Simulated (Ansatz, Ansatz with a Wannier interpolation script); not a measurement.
**G0W0 band structure of AlH3 (R-3c)**

Wanted: quasiparticle gap and band widths of AlH3 (R-3c) over the whole zone.

Program: Ansatz 0.2.0. Level of theory: LDA, Wannier functions and G0W0, plane waves, PAW. Results are calculated unless marked as measured.

This is a report of a sequence of runs, with most program output left out.

**1. Set-up**

The structure is trigonal, space group R-3c (No. 167). Conventional cell: a = 4.449 Å, b = 4.449 Å, c = 11.804 Å, α = 90.00°, β = 90.00°, γ = 120.00°. Al has 6 H at 1.72 Å nearest. H has 2 Al at 1.72 Å nearest. Farther neighbours are not listed.

The cell and positions come from the Crystallography Open Database and are kept as given unless a step says otherwise. The default PAW set here is soft_2. Its files were made with PBE.

**2. LDA bands**

The cheap functional maps the bands first; the places of the edges decide which points the dearer methods must see.

This step: DFT, LDA, plane waves, PAW.

Input file input.yaml:

```yaml
crystal:
  lattice:
    - [2.22465, 1.2844022764, 3.9345666667]
    - [-2.22465, 1.2844022764, 3.9345666667]
    - [0.0, -2.5688045527, 3.9345666667]
  atoms:
    - { symbol: Al, position: [0.0, 0.0, 0.0] }
    - { symbol: Al, position: [0.5, 0.5, 0.5] }
    - { symbol: H, position: [0.878, 0.622, 0.25] }
    - { symbol: H, position: [0.25, 0.878, 0.622] }
    - { symbol: H, position: [0.622, 0.25, 0.878] }
    - { symbol: H, position: [0.122, 0.378, 0.75] }
    - { symbol: H, position: [0.75, 0.122, 0.378] }
    - { symbol: H, position: [0.378, 0.75, 0.122] }
kpoints:
  mp_grid: { grid: [4, 4, 4] }
  band_path:
    path:
      - [[0.0, 0.0, 0.0], [0.5, 0.5, 0.5], [0.76229103, 0.23770897, 0.5]]
      - [[0.5, -0.23770897, 0.23770897], [0.5, 0.0, 0.0], [0.0, 0.0, 0.0], [0.36885449, -0.36885449, 0.0]]
      - [[0.63114551, 0.0, 0.36885449], [0.5, 0.0, 0.5], [0.0, 0.0, 0.0]]
    npoints: 10
hamiltonian:
  xc: lda
scf:
  occupations: { method: fermi_dirac, width: 0.02 }
  n_extra_bands: 35
output:
  eigenvalues: true
  fatbands: true
  write_density: true
  write_potential: true
  elf: true
  volumetric_format: npy
```

Started as:

```sh
> ansatz run input.yaml --threads 3 --pin off --max-ram 92160MiB --backend cuda --events-out ev --progress --plain --runs-dir out --devices 1 --max-vram 13GiB
```

It took 5.2 s on 1 × NVIDIA H100 80GB HBM3 (shared by 6 runs) with 3 threads of AMD EPYC 7R13 (Zen 3), shared host; peak memory 0.92 GiB; 6.5 s of CPU time.

This step gave:

```
filled bands         : 6
gap                  : 1.948 eV
valence top at       : k = (0.579, 0.000, 0.421)
conduction bottom at : Γ
least direct gap     : 2.013 eV
```

The gap is indirect, with the least direct gap 0.07 eV higher.

Electronic bands along the path, in eV, zero at the top of the highest nominally filled band; v1 is the highest filled band, c1 the lowest empty one:

| point | v4 | v3 | v2 | v1 | c1 | c2 | c3 | c4 |
| --- | --- | --- | --- | --- | --- | --- | --- | --- |
| Γ | -1.80 | -1.80 | -0.07 | -0.07 | 1.95 | 5.60 | 5.68 | 5.68 |
| halfway | -1.71 | -1.71 | -0.52 | -0.52 | 3.51 | 5.78 | 6.07 | 6.07 |
| T | -1.28 | -1.28 | -1.28 | -1.28 | 4.54 | 4.54 | 8.15 | 8.15 |
| halfway | -2.90 | -2.90 | -0.63 | -0.63 | 5.42 | 5.42 | 7.05 | 7.05 |
| H2 | -4.04 | -4.04 | -0.72 | -0.72 | 5.64 | 5.64 | 8.11 | 8.11 |
| jump to H0 | -4.04 | -4.04 | -0.72 | -0.72 | 5.64 | 5.64 | 8.11 | 8.11 |
| halfway | -2.91 | -2.91 | -1.08 | -1.08 | 5.11 | 5.11 | 7.03 | 7.03 |
| L | -1.74 | -1.74 | -1.40 | -1.40 | 3.67 | 3.67 | 7.40 | 7.40 |
| halfway | -2.20 | -1.89 | -0.76 | -0.50 | 3.01 | 4.78 | 5.66 | 6.17 |
| Γ | -1.80 | -1.80 | -0.07 | -0.07 | 1.95 | 5.60 | 5.68 | 5.68 |
| halfway | -2.91 | -1.62 | -1.24 | -0.70 | 3.47 | 5.04 | 5.95 | 6.48 |
| S0 | -4.28 | -2.85 | -2.17 | -0.11 | 5.88 | 6.09 | 6.51 | 8.41 |
| jump to S2 | -4.28 | -2.85 | -2.17 | -0.11 | 5.88 | 6.09 | 6.51 | 8.41 |
| halfway | -4.44 | -3.14 | -2.66 | -0.01 | 5.32 | 7.05 | 7.07 | 8.28 |
| F | -3.75 | -3.24 | -3.11 | -0.07 | 5.29 | 7.31 | 7.55 | 7.65 |
| halfway | -2.69 | -2.58 | -1.96 | -0.02 | 4.13 | 5.46 | 6.41 | 6.50 |
| Γ | -1.80 | -1.80 | -0.07 | -0.07 | 1.95 | 5.60 | 5.68 | 5.68 |

ELF in the ac plane of the conventional cell at fractional y = 0.000, with atoms of Al and H within 0.2 Å of it. It is the smooth field of the valence electrons, not physical close to the nuclei.

Values, 24 rows by 14 columns, each cell a mean:
```
0.03 0.17 0.65 0.83 0.86 0.80 0.53 0.14 0.07 0.13 0.22 0.23 0.10 0.03
0.15 0.48 0.92 0.99 1.00 0.99 0.93 0.43 0.09 0.10 0.20 0.29 0.28 0.18
0.15 0.36 0.81 0.98 0.99 0.97 0.86 0.42 0.13 0.10 0.14 0.19 0.20 0.16
0.05 0.10 0.34 0.57 0.66 0.60 0.41 0.30 0.30 0.26 0.15 0.09 0.06 0.05
0.01 0.02 0.05 0.09 0.13 0.20 0.44 0.73 0.86 0.85 0.68 0.35 0.08 0.02
0.01 0.02 0.03 0.04 0.07 0.26 0.77 0.98 1.00 1.00 0.98 0.80 0.23 0.02
0.01 0.02 0.03 0.04 0.07 0.23 0.69 0.95 0.99 0.99 0.95 0.69 0.18 0.02
0.02 0.03 0.09 0.18 0.25 0.26 0.34 0.54 0.69 0.66 0.45 0.20 0.05 0.02
0.08 0.18 0.53 0.79 0.85 0.79 0.57 0.29 0.19 0.15 0.11 0.10 0.10 0.08
0.18 0.44 0.88 0.99 1.00 0.99 0.92 0.47 0.12 0.10 0.17 0.23 0.25 0.20
0.09 0.41 0.90 0.98 0.99 0.98 0.86 0.34 0.07 0.10 0.20 0.28 0.23 0.12
0.06 0.07 0.43 0.64 0.67 0.58 0.30 0.09 0.12 0.23 0.30 0.25 0.07 0.03
0.03 0.05 0.17 0.24 0.18 0.09 0.07 0.31 0.70 0.85 0.85 0.78 0.41 0.06
0.14 0.23 0.30 0.25 0.15 0.08 0.19 0.74 0.98 1.00 1.00 0.98 0.76 0.24
0.15 0.18 0.20 0.17 0.12 0.10 0.22 0.67 0.94 0.99 0.99 0.93 0.60 0.21
0.04 0.06 0.07 0.11 0.21 0.29 0.30 0.33 0.51 0.65 0.63 0.47 0.20 0.06
0.01 0.03 0.18 0.54 0.78 0.87 0.82 0.61 0.29 0.15 0.11 0.06 0.03 0.02
0.01 0.07 0.53 0.94 0.99 1.00 0.99 0.92 0.51 0.12 0.05 0.03 0.02 0.02
0.01 0.06 0.43 0.87 0.98 0.99 0.98 0.86 0.45 0.12 0.05 0.03 0.02 0.02
0.02 0.03 0.10 0.33 0.57 0.70 0.63 0.44 0.28 0.25 0.22 0.13 0.06 0.02
0.07 0.09 0.10 0.10 0.13 0.17 0.22 0.43 0.70 0.84 0.83 0.69 0.33 0.10
0.18 0.23 0.25 0.21 0.13 0.09 0.23 0.75 0.98 1.00 1.00 0.96 0.69 0.26
0.08 0.17 0.27 0.25 0.14 0.07 0.14 0.63 0.95 0.99 0.99 0.97 0.71 0.17
0.06 0.03 0.16 0.30 0.28 0.17 0.08 0.16 0.45 0.64 0.66 0.57 0.22 0.04
```
Columns run along a (4.4 Å), rows up along c (11.8 Å), edges of the conventional cell, whose origin can differ from the input's. Atoms in or near the plane, at fractional coordinates: Al at (0.00, 0.50), Al at (0.00, 0.00), H at (0.63, 0.75), H at (0.67, 0.08), H at (0.71, 0.42), H at (0.37, 0.25), H at (0.33, 0.92), H at (0.29, 0.58).

Electrostatic potential energy in the ac plane of the conventional cell at fractional y = 0.000, with atoms of Al and H within 0.2 Å of it. With pseudopotentials it is smooth inside the atoms' cores, unlike the true potential.

Values in eV, 24 rows by 14 columns, each cell a mean:
```
 -7 -13 -13  -3   1   4   6   7   6   5   2  -7 -15 -10
-11  -8  -3  -9 -19 -12   3   6   6   5   4   1  -5 -10
  3   3   4  -2 -11  -6   3   4   5   5   5   5   4   3
  6   6   6   5   4   3   3   3   3   5   6   6   6   6
  7   7   7   6   5   4   3   2   1   2   5   6   7   7
  7   7   7   6   6   5   4  -1 -18 -19  -1   6   7   7
  7   7   7   6   6   5   4   1 -12 -12   1   6   7   7
  7   7   7   6   5   4   3   3   3   4   5   6   7   7
  6   6   6   5   2   3   3   3   4   5   6   6   6   6
 -1   1   2  -7 -19 -12   3   5   5   5   5   4   2   0
-14 -13  -7  -5 -12  -5   4   6   6   5   3  -2 -10 -14
 -3 -11 -15  -3   3   5   6   7   6   5   1  -9 -15  -6
 -7 -13 -13  -2   4   6   7   6   5   3   0  -8 -15 -10
-11  -8  -2   3   5   6   6   5  -2 -19 -17  -3  -6 -10
  3   3   5   5   5   5   4   4   0 -11  -8   3   4   3
  6   6   6   6   5   4   3   3   3   4   5   6   6   6
  7   7   7   6   3   1   2   3   4   5   6   7   7   7
  7   7   7   4 -12 -20 -11   3   5   5   6   7   7   7
  7   7   7   5  -6 -14  -5   3   4   5   6   7   7   7
  7   7   7   6   5   3   3   3   4   5   6   7   7   7
  6   6   6   6   5   4   3   3   3   2   4   5   6   6
 -1   1   3   5   5   5   5   4  -2 -19 -16   1   2   0
-14 -13  -6   1   5   6   6   5   1 -11 -10  -4 -10 -14
 -3 -11 -15  -3   3   6   7   7   6   4   1  -9 -15  -6
```
Columns run along a (4.4 Å; values clipped at the 3rd and 97th percentile), rows up along c (11.8 Å), edges of the conventional cell, whose origin can differ from the input's. Atoms in or near the plane, at fractional coordinates: Al at (0.00, 0.50), Al at (0.00, 0.00), H at (0.63, 0.75), H at (0.67, 0.08), H at (0.71, 0.42), H at (0.37, 0.25), H at (0.33, 0.92), H at (0.29, 0.58).

**3. Wannier functions (Al:3s Al:3p H:1s) on 8×8×8**

Localised functions give a small Hamiltonian that interpolates between mesh points at no cost.

This step: maximally localised Wannier functions, LDA, plane waves, PAW.

input.yaml, the sections that differ from step 2:

```yaml
kpoints:
  mp_grid: { grid: [4, 4, 4] }
scf:
  occupations: { method: fixed }
  n_extra_bands: 35
output:
  wannier:
    kmesh: [8, 8, 8]
    projections:
      - { species: Al, l: s, shell: 3 }
      - { species: Al, l: p, shell: 3 }
      - { species: H, l: s, shell: 1 }
    minimise: true
    write_hr: true
    seedname: w
    conv_tol: 1.0e-07
    max_iter: 4000
    disentanglement:
      window: [-7.94, 21.75]
      frozen_window: [-7.94, 6.0]
      conv_tol: 1.0e-08
# crystal, hamiltonian: as in step 2
```

It took 18 s on 1 × NVIDIA H100 80GB HBM3 (shared by 6 runs) with 3 threads; peak memory 1.1 GiB; 17 s of CPU time.

This step gave:

```yaml
gauge_invariant_spread: 25.69 Å²
diagonal_spread: 0.04329 Å²
off_diagonal_spread: 5.802 Å²
total_spread: 31.53 Å²
least_projectability: 0.4213
localisation_steps: 59
disentanglement_steps: 546
r_m_s_interpolation_error: 0.002573 eV
r_m_s_error_near_the_gap: 0.003260 eV
```

Near the gap the model misses directly solved bands by 3.3 meV r.m.s. and by 16 meV at most in the window tested. This tests the starting bands, not the corrections carried with them.

Wannier functions, by row:

| function | x (Å) | y (Å) | z (Å) | spread (Å²) | nearest atom | distance (Å) |
| --- | --- | --- | --- | --- | --- | --- |
| 1 | -0.412 | 0.219 | 0.04 | 3.166 | Al1 | 0.469 |
| 2 | 0.326 | 0.344 | 5.971 | 3.161 | Al2 | 0.479 |
| 3 | 0.214 | 0.073 | -0.745 | 2.447 | Al1 | 0.778 |
| 4 | 0.322 | 0.154 | 0.629 | 2.568 | Al1 | 0.723 |
| 5 | -0.135 | -0.455 | 0.069 | 3.161 | Al1 | 0.479 |
| 6 | 0.028 | -0.356 | 6.531 | 2.568 | Al2 | 0.723 |
| 7 | -0.396 | 0.247 | 5.942 | 3.166 | Al2 | 0.469 |
| 8 | 0.044 | -0.222 | 5.157 | 2.447 | Al2 | 0.778 |
| 9 | 0.679 | 1.285 | 6.888 | 1.491 | H3 | 0.11 |
| 10 | -1.451 | -0.058 | 6.889 | 1.458 | H4 | 0.106 |
| 11 | 0.773 | -1.228 | 6.887 | 1.476 | H5 | 0.108 |
| 12 | -0.675 | -1.284 | 4.921 | 1.458 | H6 | 0.106 |
| 13 | 1.451 | 0.054 | 4.921 | 1.491 | H7 | 0.11 |
| 14 | -0.774 | 1.229 | 4.92 | 1.476 | H8 | 0.108 |

Frozen up to 4.95 eV; above it the model need not follow the bands. The electronic bands at the labelled points (eV, zero at the valence-band top; v1 is the highest filled band, c1 the lowest empty one):

| point | v4 | v3 | v2 | v1 | c1 | c2 | c3 | c4 |
| --- | --- | --- | --- | --- | --- | --- | --- | --- |
| Γ | -1.80 | -1.80 | -0.07 | -0.07 | 1.95 | 5.68 | 5.68 | 6.86 |
| halfway | -1.71 | -1.71 | -0.52 | -0.52 | 3.51 | 5.90 | 6.37 | 6.37 |
| T | -1.28 | -1.28 | -1.28 | -1.28 | 4.54 | 4.54 | 8.75 | 8.75 |
| halfway | -2.90 | -2.90 | -0.63 | -0.63 | 5.49 | 5.49 | 7.76 | 7.76 |
| H2 | -4.04 | -4.04 | -0.72 | -0.72 | 5.85 | 5.85 | 8.56 | 8.56 |
| jump to H0 | -4.04 | -4.04 | -0.72 | -0.72 | 5.85 | 5.85 | 8.56 | 8.56 |
| halfway | -2.91 | -2.91 | -1.08 | -1.08 | 5.13 | 5.13 | 7.78 | 7.78 |
| L | -1.74 | -1.74 | -1.40 | -1.40 | 3.67 | 3.67 | 8.13 | 8.13 |
| halfway | -2.20 | -1.89 | -0.76 | -0.50 | 3.01 | 4.78 | 6.21 | 6.90 |
| Γ | -1.80 | -1.80 | -0.07 | -0.07 | 1.95 | 5.68 | 5.68 | 6.86 |
| halfway | -2.92 | -1.62 | -1.24 | -0.70 | 3.47 | 5.06 | 6.60 | 7.27 |
| S0 | -4.28 | -2.85 | -2.17 | -0.11 | 6.16 | 6.53 | 7.52 | 8.61 |
| jump to S2 | -4.28 | -2.85 | -2.17 | -0.11 | 6.16 | 6.53 | 7.52 | 8.61 |
| halfway | -4.44 | -3.14 | -2.67 | 0.00 | 5.71 | 7.15 | 8.00 | 9.29 |
| F | -3.75 | -3.24 | -3.11 | -0.07 | 5.73 | 7.60 | 7.65 | 9.69 |
| halfway | -2.69 | -2.58 | -1.96 | -0.02 | 4.13 | 6.34 | 6.75 | 7.03 |
| Γ | -1.80 | -1.80 | -0.07 | -0.07 | 1.95 | 5.68 | 5.68 | 6.86 |

The same for Kohn-Sham, solved directly:

| point | v4 | v3 | v2 | v1 | c1 | c2 | c3 | c4 |
| --- | --- | --- | --- | --- | --- | --- | --- | --- |
| Γ | -1.80 | -1.80 | -0.07 | -0.07 | 1.95 | 5.60 | 5.68 | 5.68 |
| T | -1.28 | -1.28 | -1.28 | -1.28 | 4.54 | 4.54 | 8.15 | 8.15 |
| H2 | -4.04 | -4.04 | -0.72 | -0.72 | 5.64 | 5.64 | 8.11 | 8.11 |
| H0 | -4.04 | -4.04 | -0.72 | -0.72 | 5.64 | 5.64 | 8.11 | 8.11 |
| L | -1.74 | -1.74 | -1.40 | -1.40 | 3.67 | 3.67 | 7.40 | 7.40 |
| Γ | -1.80 | -1.80 | -0.07 | -0.07 | 1.95 | 5.60 | 5.68 | 5.68 |
| S0 | -4.28 | -2.85 | -2.17 | -0.11 | 5.88 | 6.09 | 6.51 | 8.41 |
| S2 | -4.28 | -2.85 | -2.17 | -0.11 | 5.88 | 6.09 | 6.51 | 8.41 |
| F | -3.75 | -3.24 | -3.11 | -0.07 | 5.29 | 7.31 | 7.55 | 7.65 |
| Γ | -1.80 | -1.80 | -0.07 | -0.07 | 1.95 | 5.60 | 5.68 | 5.68 |

**4. G0W0 at every point of the mesh: 4×4×4 mesh, 281 empty bands, screening to 150 eV**

Now the one-shot GW correction: screening in the RPA, then the self-energy of the levels asked for.

This step: G0W0 on LDA, plane waves, PAW.

input.yaml, the sections that differ from step 3:

```yaml
scf:
  occupations: { method: fixed }
gw:
  n_empty_bands: 281
  ecut_chi: 150.0
  qp_bands: [v6, c2]
  screening: { model: contour_deformation }
# crystal, kpoints, hamiltonian: as in step 3
# output: removed
```

The job ended after 19 s (1 × NVIDIA H100 80GB HBM3 (shared by 6 runs) with 3 threads; peak memory 1.1 GiB; 16 s of CPU time).

This step gave:

| Quantity | Value |
| --- | --- |
| bands summed | 287 |
| RPA ε∞ on this mesh (eigenvalues) | 4.494, 4.494, 4.744 |
| plane waves in the screening matrix | 295 |
| q-points in the mesh | 64 |
| G0W0 gap on the mesh | 4.213 eV |
| k of the valence top | 0, -0.5, -0.5 |
| k of the conduction bottom | 0, 0, 0 |
| starting gap on the mesh | 1.964 eV |
| Z at the valence top | 0.7728 |
| Z at the conduction bottom | 0.7979 |
| least direct G0W0 gap on the computed points | 4.304 eV |

The gap on the mesh goes from 1.96 eV to 4.21 eV, a correction of +2.25 eV, though a band edge has moved to another state.

**5. Interpolating the corrections**

A script adds the corrections, carried to the Wannier functions and back, to the LDA levels, along the path and on a 13×13×13 mesh.

* G0W0 gap over the zone: 4.179 eV
* conduction bottom at: Γ
* starting gap over the zone: 1.931 eV
* least direct G0W0 gap: 4.304 eV
* G0W0 gap on the mesh: 4.213 eV
* valence width, start: 8.859 eV
* valence width, G0W0: 8.575 eV
* gap by a rigid shift: 4.180 eV

Levels solved directly plus the interpolated quasiparticle correction. Limits: finite bands, cutoff and mesh. The quasiparticle bands at the labelled points (eV, zero at the valence-band top of each set; v1 is the highest filled band, c1 the lowest empty one):

| point | v4 | v3 | v2 | v1 | c1 |
| --- | --- | --- | --- | --- | --- |
| Γ | -1.83 | -1.83 | -0.12 | -0.12 | 4.18 |
| halfway | -1.73 | -1.73 | -0.55 | -0.55 | 5.72 |
| T | -1.30 | -1.30 | -1.30 | -1.30 | 6.68 |
| halfway | -2.88 | -2.88 | -0.60 | -0.60 | 7.42 |
| H2 | -3.96 | -3.96 | -0.71 | -0.71 | 7.65 |
| jump to H0 | -3.96 | -3.96 | -0.71 | -0.71 | 7.65 |
| halfway | -2.86 | -2.86 | -1.10 | -1.10 | 7.15 |
| L | -1.77 | -1.77 | -1.39 | -1.39 | 5.75 |
| halfway | -2.22 | -1.91 | -0.77 | -0.53 | 5.15 |
| Γ | -1.83 | -1.83 | -0.12 | -0.12 | 4.18 |
| halfway | -2.91 | -1.61 | -1.25 | -0.68 | 5.59 |
| S0 | -4.17 | -2.85 | -2.10 | -0.15 | 7.96 |
| jump to S2 | -4.16 | -2.85 | -2.10 | -0.15 | 7.95 |
| halfway | -4.27 | -3.13 | -2.58 | 0.00 | 7.28 |
| F | -3.51 | -3.22 | -3.11 | -0.03 | 7.29 |
| halfway | -2.66 | -2.59 | -1.92 | -0.03 | 6.23 |
| Γ | -1.83 | -1.83 | -0.12 | -0.12 | 4.18 |

The same for LDA:

| point | v4 | v3 | v2 | v1 | c1 |
| --- | --- | --- | --- | --- | --- |
| Γ | -1.80 | -1.80 | -0.07 | -0.07 | 1.95 |
| T | -1.28 | -1.28 | -1.28 | -1.28 | 4.54 |
| H2 | -4.04 | -4.04 | -0.72 | -0.72 | 5.64 |
| H0 | -4.04 | -4.04 | -0.72 | -0.72 | 5.64 |
| L | -1.74 | -1.74 | -1.40 | -1.40 | 3.67 |
| Γ | -1.80 | -1.80 | -0.07 | -0.07 | 1.95 |
| S0 | -4.28 | -2.85 | -2.17 | -0.11 | 5.88 |
| S2 | -4.28 | -2.85 | -2.17 | -0.11 | 5.88 |
| F | -3.75 | -3.24 | -3.11 | -0.07 | 5.29 |
| Γ | -1.80 | -1.80 | -0.07 | -0.07 | 1.95 |

Corrections by starting level (eV, on the run's own energy scale, so only their differences matter):

| start | correction |
| --- | --- |
| -8.83 | −1.02 |
| -6.74 | −1.10 |
| -5.67 | −1.10 |
| -4.61 | −1.18 |
| -3.47 | −1.24 |
| -3.09 | −1.29 |
| -2.18 | −1.31 |
| -1.78 | −1.32 |
| -1.39 | −1.27 |
| -1.03 | −1.30 |
| -0.49 | −1.31 |
| -0.05 | −1.35 |
| 0.00 | −1.30 |
| 1.96 | +0.94 |
| 3.68 | +0.80 |
| 4.78 | +0.68 |
| 5.62 | +0.66 |
| 7.33 | +0.69 |

**6. Summary of results**

```json
{"LDA gap": "1.93 eV", "G0W0 gap over the zone": "4.18 eV, indirect", "least direct G0W0 gap, in the model": "4.30 eV", "GW settings": "4×4×4 mesh, 281 empty bands, screening to 150 eV", "known limits": "not at the basis limit"}
```

The Wannier model follows the LDA bands to 3 meV r.m.s. near the gap. The G0W0 gap over the zone is 4.18 eV, indirect, from k = (-0.435, 0.437, -0.001) to Γ; on the mesh alone it is 4.21 eV, and a rigid shift of the LDA bands would give 4.18 eV. The valence width in the model goes from 8.86 eV to 8.57 eV. Bands and cutoff are finite, so the gap is not at the basis limit. The miss can reach some tenths of an eV and take either sign; the mesh is an error of its own. Above the frozen window of the model the interpolated levels need not meet the computed ones, even at points of the mesh.

[Paths, hosts, dates, memory and timing lines, banners, echoed tables and standing remarks are left out of the program output.]

[Logs are printed without paths, hosts, clocks, repeated set-up lines and the standing remarks that a program may print on its own settings, such as how far it seeks lower states.]

[Runs of the session that timed out or met a known fault of the program may be left out.]

[Hosts, paths, dates, database ids (printed as entryN), source tags and the programs' standing remarks are cut or masked in the printed files.]
